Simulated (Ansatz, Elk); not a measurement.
**How far do independent atoms describe Zn2CuO3?**

Structure refinements treat a crystal as free atoms side by side. For a made-up structure of Zn2CuO3 (cell and positions from a PBE relaxation) the runs below show what the calculated density changes in F(hkl).

Main program and level: Elk 11.2.3 (patched build); DFT, PBE, all-electron APW+lo, Dirac cores, scalar-relativistic bands, static density, no spin.

The structure was built from a prototype and need not be the compound's stable phase.

## Step 1: The structure

Symmetry: Immm, No. 71, orthorhombic system. The conventional cell has a = 2.958 Å, b = 3.761 Å, c = 11.317 Å, α = 90.00°, β = 90.00°, γ = 90.00°. Zn has 7 O at 1.98 to 2.40 Å nearest. Cu has 4 O at 1.88 to 1.92 Å nearest. O has 2 Cu at 1.88 Å and 4 Zn at 2.30 Å nearest. O has 1 Cu at 1.92 Å and 5 Zn at 1.98 to 2.40 Å nearest. Farther neighbours and most contacts between anions are not listed.

## Step 2: Ground state and structure factors

An all-electron density is needed, since X-rays see the cores too. Task 0 finds the density and task 195 Fourier-transforms it; tshift is off so that phases refer to the origin typed.

elk.in

```
tasks
  0
  195

xctype
  20

spinpol
  .false.

rgkmax
  7.0

gmaxvr
  14.0

lmaxo
  7

lmaxapw
  8

swidth
  0.002

tshift
  .false.

ramdisk
  .false.

hmaxvr
  5.5

maxscl
  120

epspot
  1e-06

sppath
  './'

avec
  -2.79491555293 3.55350277118 10.69333723223
  2.79491555293 -3.55350277118 10.69333723223
  2.79491555293 3.55350277118 -10.69333723223

atoms
  3
  'Zn.in'
  2
  0.8443616166 0.3443616166 0.5000000000   0.000000 0.000000 0.000000
  0.1556383834 0.6556383834 0.5000000000   0.000000 0.000000 0.000000
  'Cu.in'
  1
  0.5000000000 -0.0000000000 0.5000000000   0.000000 0.000000 0.000000
  'O.in'
  3
  -0.0000000000 -0.0000000000 -0.0000000000   0.000000 0.000000 0.000000
  0.6695225911 0.1695225911 0.5000000000   0.000000 0.000000 0.000000
  0.3304774089 0.8304774089 0.5000000000   0.000000 0.000000 0.000000

ngridk
  10 10 10
```

The run is started by

```console
OMP_NUM_THREADS=4 elk
```

Numbers of over 12 decimals in the logs are rounded to 6 here.

Output:

```text
┌─────────────────────────┐
│ Elk code version 11.2.3 │
└─────────────────────────┘

All units are atomic (Hartree, Bohr, etc.)

┌─────────────────────────────────────────────────┐
│ Ground-state run starting from atomic densities │
└─────────────────────────────────────────────────┘

Lattice vectors :
  -2.794915553       3.553502771       10.69333723
   2.794915553      -3.553502771       10.69333723
   2.794915553       3.553502771      -10.69333723

Reciprocal lattice vectors :
  0.5240652623E-16  0.8840833555      0.2937897296
   1.124038488      0.4249147177E-17  0.2937897296
   1.124038488      0.8840833555      0.3086285028E-17

Unit cell volume      :    424.8137874
Brillouin zone volume :   0.5839033967

Muffin-tin inner radius fraction :   0.1000000000E-01

Nuclei treated as point charges

Species : 1 (Zn)
 parameters loaded from : Zn.in
 name : zinc
 nuclear charge    :   -30.00000000
 electronic charge :    30.00000000
 atomic mass :    119233.3130
 muffin-tin radius :    2.269418961
 number of radial points in muffin-tin :    993
 inner part over the whole radius :   0.9850723738E-02
 number on inner part of muffin-tin    :    700
 approximate nuclear radius :   0.7484757725E-04
 number of mesh points to nuclear radius :    339
 atomic positions (lattice), magnetic fields (Cartesian) :
  1 :  -0.15563838  0.34436162  0.50000000    0.00000000  0.00000000  0.00000000
  2 :   0.15563838 -0.34436162  0.50000000    0.00000000  0.00000000  0.00000000

Species : 2 (Cu)
 parameters loaded from : Cu.in
 name : copper
 nuclear charge    :   -29.00000000
 electronic charge :    29.00000000
 atomic mass :    115837.2717
 muffin-tin radius :    2.002001584
 number of radial points in muffin-tin :    993
 inner part over the whole radius :   0.9957572579E-02
 number on inner part of muffin-tin    :    698
 approximate nuclear radius :   0.7406004541E-04
 number of mesh points to nuclear radius :    340
 atomic positions (lattice), magnetic fields (Cartesian) :
  1 :   0.50000000  0.00000000  0.50000000    0.00000000  0.00000000  0.00000000

Species : 3 (O)
 parameters loaded from : O.in
 name : oxygen
 nuclear charge    :   -8.000000000
 electronic charge :    8.000000000
 atomic mass :    29165.12205
 muffin-tin radius :    1.419806361
 number of radial points in muffin-tin :    593
 inner part over the whole radius :   0.9964440655E-02
 number on inner part of muffin-tin    :    405
 approximate nuclear radius :   0.5115538663E-04
 number of mesh points to nuclear radius :    176
 atomic positions (lattice), magnetic fields (Cartesian) :
  1 :   0.00000000  0.00000000  0.00000000    0.00000000  0.00000000  0.00000000
  2 :  -0.33047741  0.16952259  0.50000000    0.00000000  0.00000000  0.00000000
  3 :   0.33047741 -0.16952259  0.50000000    0.00000000  0.00000000  0.00000000

Total number of atoms per unit cell :    6
Total muffin-tin volume :    167.4954777
 ratio of muffin-tin to unit cell volume :   0.3942797589

Spin treatment :
 spin-unpolarised

Number of Bravais lattice symmetries :    8
Number of crystal symmetries         :    8
Crystal has inversion symmetry
Real symmetric eigensolver will be used

k-point grid :     10    10    10
k-point offset :    0.000000000       0.000000000       0.000000000
k-point set is reduced with full crystal symmetry group
Total number of k-points :      171

Muffin-tin radius times maximum |G+k| :    7.000000000
 using average radius
Maximum |G+k| for APW functions       :    3.888795778
Maximum (1/2)|G+k|²                   :    7.561366302
Maximum |G| for potential and density :    14.00000000
Constant for pseudocharge density :    8
 order of it for each species :   15  15  15
 order of it for pair densities of each species (exact exchange by exxq0 0: 16) :   15  12   5
Radial integration step length :    1

G-vector grid sizes :     54    54    54
Number of G-vectors :    19713

Maximum angular momentum used for
 APW functions            :    8
 outer part of muffin-tin :    7
[...]
correlation                 :     -5.105529
 electron entropic           :    -0.64503107224919E-03
 total energy                :     -5473.8665254966

Density of states at Fermi energy :    48.51867876
 (states/Hartree/unit cell)

Estimated indirect band gap :   0.9663217030E-03
 from k-point 35 to k-point 98
Estimated direct band gap   :   0.8122469791E-02
 at k-point 147

Charges :
 core                        :    42.00000000
 valence                     :    71.00000000
 interstitial                :    8.944524029
 muffin-tins (core leakage)
  species : 1 (Zn)
[...]
species : 2 (Cu)
[...]
species : 3 (O)
[...]
total in muffin-tins        :    104.0554760
 total calculated charge     :    112.9943072
 total charge                :    113.0000000
 error                       :   0.5692756201E-02

RMS change in Kohn-Sham potential (target) :    1.122981263     (  0.1000000000E-05)
Absolute change in total energy (target)   :   0.5262463322     (  0.1000000000E-03)

[... loops 3 to 19 left out ...]

┌──────────────────┐
│ Loop number : 20 │
└──────────────────┘

Energies :
 Fermi                       :     0.229739
 sum of occupied eigenvalues :     -3114.9507530500
 electron kinetic            :      5566.6480981776
 core electron kinetic       :      4904.8246791330
 Coulomb                     :     -10802.994303647
 Coulomb potential           :     -8374.3296095041
 nuclear-nuclear             :     -870.27766842508
 electron-nuclear            :     -11515.138903100
 Hartree                     :      1582.4222678785
 Madelung                    :     -6615.8294988948
 xc potential                :     -307.26924172349
 exchange                    :     -231.47393560161
 correlation                 :     -5.136132
 electron entropic           :    -0.21786201433829E-03
 total energy                :     -5472.9564905375

Density of states at Fermi energy :    14.97842628
 (states/Hartree/unit cell)

Estimated indirect band gap :   0.1680400122E-02
 from k-point 110 to k-point 101
Estimated direct band gap   :   0.3996622470E-01
 at k-point 4

Charges :
 core                        :    42.00000000
 valence                     :    71.00000000
 interstitial                :    9.078704149
 muffin-tins (core leakage)
  species : 1 (Zn)
[...]
species : 2 (Cu)
[...]
species : 3 (O)
[...]
total in muffin-tins        :    103.9212959
 total calculated charge     :    112.9949448
 total charge                :    113.0000000
 error                       :   0.5055241755E-02

RMS change in Kohn-Sham potential (target) :   0.2777802584E-06 (  0.1000000000E-05)
Absolute change in total energy (target)   :   0.1156018152E-04 (  0.1000000000E-03)

Convergence targets achieved

┌──────────────────┐
│ Loop number : 21 │
└──────────────────┘

Energies :
 Fermi                       :     0.229739
 sum of occupied eigenvalues :     -3114.9507528426
 electron kinetic            :      5566.6480923020
 core electron kinetic       :      4904.8246784857
 Coulomb                     :     -10802.994297918
 Coulomb potential           :     -8374.3296068487
 nuclear-nuclear             :     -870.27766842508
 electron-nuclear            :     -11515.138894412
 Hartree                     :      1582.4222649190
 Madelung                    :     -6615.8294944933
 xc potential                :     -307.26923829590
 exchange                    :     -231.47393547444
 correlation                 :     -5.136132
 electron entropic           :    -0.21786200877309E-03
 total energy                :     -5472.9564905586

Density of states at Fermi energy :    14.97842593
 (states/Hartree/unit cell)

Estimated indirect band gap :   0.1680401397E-02
 from k-point 110 to k-point 101
Estimated direct band gap   :   0.3996622582E-01
 at k-point 4

Charges :
 core                        :    42.00000000
 valence                     :    71.00000000
 interstitial                :    9.078703981
 muffin-tins (core leakage)
  species : 1 (Zn)
[...]
species : 2 (Cu)
[...]
species : 3 (O)
   atom 1                    :    6.527864906     (  0.7267121163E-06)
   atom 2                    :    6.500378811     (  0.7236875339E-06)
   atom 3                    :    6.500378811     (  0.7236875339E-06)
 total in muffin-tins        :    103.9212960
 total calculated charge     :    112.9949448
 total charge                :    113.0000000
 error                       :   0.5055242113E-02

┌──────────────────────────────┐
│ Self-consistent loop stopped │
└──────────────────────────────┘

Warning : core states of species 1 leak from the muffin-tin :   0.1759422783E-03

Warning : core states of species 2 leak from the muffin-tin :   0.1431384814E-02

Wrote STATE.OUT
```

The job ended after 2.2 min (4 threads of INTEL XEON PLATINUM 8581C at 2.30GHz (Emerald Rapids), shared host; peak memory 0.24 GiB; 8.2 min of CPU time).

SFACRHO.OUT:

```text

h k l indices transformed by vhmat matrix:
   1.000000000       0.000000000       0.000000000    
   0.000000000       1.000000000       0.000000000    
   0.000000000       0.000000000       1.000000000    

      h      k      l  multipl.   |H|            Re(F)            Im(F)           |F|

      0      0      0      1   0.0000000       113.00000      0.29756705E-15   113.00000    
     -1     -1      1      2  0.58757946       5.5965075      0.40531395E-14   5.5965075    
      0     -1      1      4  0.93161998       4.1554624     -0.36846722E-15   4.1554624    
      1      0     -1      4   1.1617981       8.5200633     -0.70008773E-14   8.5200633    
     -2     -2      2      2   1.1751589      -10.996129     -0.47900739E-14   10.996129    
      1      2     -2      4   1.2483649      -53.566046     -0.92116806E-15   53.566046    
     -1     -2      1      4   1.4283817       63.309099      0.11468542E-13   63.309099    
      1     -1      0      4   1.4300580      -75.367335      0.11659438E-13   75.367335    
      1      1      0      8   1.5460645       6.0814722     -0.66324100E-14   6.0814722    
      2      3     -3      4   1.7144718      -14.118988      0.14738689E-14   14.118988    
      3      3     -3      2   1.7627384       74.900022     -0.27312633E-13   74.900022    
     -1      1     -1      2   1.7681667       78.507665      0.31086295E-13   78.507665    
     -2     -3      2      4   1.8496683       22.439482     -0.70008773E-14   22.439482    
     -2     -2      3      8   1.8509631       18.638769     -0.70008773E-14   18.638769    
     -2      0      0      4   1.8632400       4.1320898     -0.77378117E-14   4.1320898    
      0      1     -2      8   2.1157005       4.2797308     -0.16581025E-13   4.2797308    
     -1     -3      3      4   2.1230667      -9.1390473      0.39425993E-13   9.1390473    
      3      4     -4      4   2.2385065       15.194763      0.55270084E-14   15.194763
```

Elk indexes on the primitive cell of elk.in and gives |H| = 4π sin θ/λ in inverse bohr. Below, one row stands for each form hkl of the conventional cell (m members, Friedel mates merged), F is for one primitive cell and the density is static (no thermal factor). Free-atom factors are Waasmaier and Kirfel's, and R is Σm||F|−|F'||/Σm|F|.

| hkl | m | sin θ/λ (Å⁻¹) | abs F, DFT | neutral atoms | diff. | ions | diff. |
| --- | --- | --- | --- | --- | --- | --- | --- |
| 002 | 2 | 0.088 | 5.596 | 5.723 | -0.126 | 5.207 | +0.390 |
| 011 | 4 | 0.140 | 4.155 | 4.087 | +0.069 | 4.324 | -0.168 |
| 101 | 4 | 0.175 | 8.520 | 8.220 | +0.300 | 8.954 | -0.434 |
| 004 | 2 | 0.177 | 10.996 | 10.924 | +0.072 | 11.108 | -0.112 |
| 013 | 4 | 0.188 | 53.566 | 54.898 | -1.332 | 53.153 | +0.413 |
| 103 | 4 | 0.215 | 63.309 | 64.102 | -0.793 | 63.709 | -0.399 |
| 110 | 4 | 0.215 | 75.367 | 75.826 | -0.459 | 75.920 | -0.553 |
| 112 | 8 | 0.233 | 6.082 | 5.499 | +0.583 | 6.077 | +0.005 |
| 015 | 4 | 0.258 | 14.119 | 14.291 | -0.172 | 14.135 | -0.016 |
| 006 | 2 | 0.265 | 74.900 | 74.993 | -0.093 | 75.255 | -0.355 |
| 020 | 2 | 0.266 | 78.508 | 78.663 | -0.155 | 78.944 | -0.436 |
| 105 | 4 | 0.278 | 22.439 | 22.533 | -0.094 | 22.426 | +0.014 |
| 114 | 8 | 0.278 | 18.639 | 18.408 | +0.231 | 18.701 | -0.062 |
| 022 | 4 | 0.280 | 4.132 | 4.232 | -0.100 | 4.053 | +0.079 |
| 121 | 8 | 0.318 | 4.280 | 4.358 | -0.078 | 4.083 | +0.196 |
| 024 | 4 | 0.319 | 9.139 | 9.131 | +0.008 | 9.353 | -0.214 |
| 017 | 4 | 0.337 | 15.195 | 15.187 | +0.008 | 15.395 | -0.200 |
| 200 | 2 | 0.338 | 67.770 | 68.250 | -0.480 | 68.308 | -0.537 |

The ions are Zn2+, Cu2+ and O2−, by formal charge.

## Step 3: The highest occupied states alone

An energy window below the Fermi level keeps the highest occupied states, to see at which angles they scatter; shallow core shells can lie inside it and anion s states outside. No new self-consistency is needed.

Changes to elk.in since step 2:

```diff
@@ -1,3 +1,2 @@
 tasks
-  0
   195
@@ -40,2 +39,5 @@
 
+wsfac
+  -0.321500 0.529740
+
 sppath
```

The run is started by

```console
OMP_NUM_THREADS=4 elk
```

Output:

```text
┌─────────────────────────────────┐
│ Elk code version 11.2.3 started │
└─────────────────────────────────┘

Info(readinput): the functional depends on the density's gradient
 muffin-tin radial points multiplied by    2.00000
 (not where nrmtscf is given)

┌────────────────────┐
│ Current task : 195 │
└────────────────────┘
Info(checkmt): changed muffin-tin radius of species 1 (Zn) from   2.4000 to   2.2694
Info(checkmt): changed muffin-tin radius of species 2 (Cu) from   2.4000 to   2.0020
Info(checkmt): changed muffin-tin radius of species 3 (O) from   1.8000 to   1.4198

Info(sfacrho): density structure factors written to SFACRHO.OUT

 Energy window :  -0.3215000000      0.5297400000

┌──────────────────┐
│ Elk code stopped │
└──────────────────┘
```

Run time: 6.3 s. Hardware: 4 threads; peak memory 0.18 GiB.

States within 15 eV below the Fermi level hold 47.00 electrons; any levels below the window count with the cores. Their amplitudes can exceed the total, where window and core parts have opposite phase:

| hkl | sin θ/λ (Å⁻¹) | abs F, window | abs F, all |
| --- | --- | --- | --- |
| 002 | 0.088 | 1.386 | 5.596 |
| 011 | 0.140 | 1.976 | 4.155 |
| 101 | 0.175 | 4.072 | 8.520 |
| 004 | 0.177 | 3.930 | 10.996 |
| 013 | 0.188 | 13.645 | 53.566 |
| 103 | 0.215 | 17.876 | 63.309 |
| 110 | 0.215 | 23.120 | 75.367 |
| 112 | 0.233 | 3.904 | 6.082 |
| 015 | 0.258 | 3.663 | 14.119 |
| 006 | 0.265 | 22.441 | 74.900 |

[end of part 1 of 2]

[Logs are printed without paths, hosts, clocks, repeated set-up lines and the standing remarks that a program may print on its own settings, such as how far it seeks lower states.]

[Hosts, paths, dates, database ids (printed as entryN), source tags and the programs' standing remarks are cut or masked in the printed files.]
